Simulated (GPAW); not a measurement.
```json
{"subject": "Quasiparticle gap of LiHF2 (C2/m) in GPAW", "lattice_ang": [[2.5475, -1.5349, 0.0], [2.5475, 1.5349, 0.0], [-2.5269, -0.0, 4.2015]], "atoms": [["Li", 0.0, 0.0, 0.0], ["H", 0.0, 0.0, 0.5], ["F", 0.2098, 0.2098, 0.7507], ["F", 0.7902, 0.7902, 0.2493]], "method": "DFT, LDA, plane waves, PAW (and 1 further level or step)", "program": "GPAW 26.7.0", "settings_of_one_run": "cutoff 600 eV, GPAW PAW setups 1.2.1 data release, 4×4×2 k-mesh, nbands 49", "cost": "4 runs, 46 s in all on 4 MPI ranks of Arm Neoverse V1, shared host (the runs of this entry)", "notes": "The cell and positions are those that the Materials Project relaxed with its own functionals (PBE, PBE+U or r2SCAN), kept fixed. Bands and cutoff are finite, so the gap is not at the basis limit. The miss can reach some tenths of an eV and take either sign; the mesh is an error of its own. The 4×4×2 mesh is coarse for this cell, which bears on the long-range parts of exchange and screening.", "results": {"lda_gap": "8.15 eV, indirect", "g0w0_gap_on_the_mesh": "12.57 eV", "gw_settings": "4×4×2 mesh, 39 bands, screening to 65 eV, Godby-Needs plasmon pole", "known_limits": "not at the basis limit; coarse k mesh"}}
```

[Paths, hosts, dates, memory and timing lines, banners, echoed tables and standing remarks are left out of the program output.]

[Logs are printed without paths, hosts, clocks, repeated set-up lines and the standing remarks that a program may print on its own settings, such as how far it seeks lower states.]

[Runs of the session that timed out or met a known fault of the program may be left out.]

[Hosts, paths, dates, database ids (printed as entryN), source tags and the programs' standing remarks are cut or masked in the printed files.]
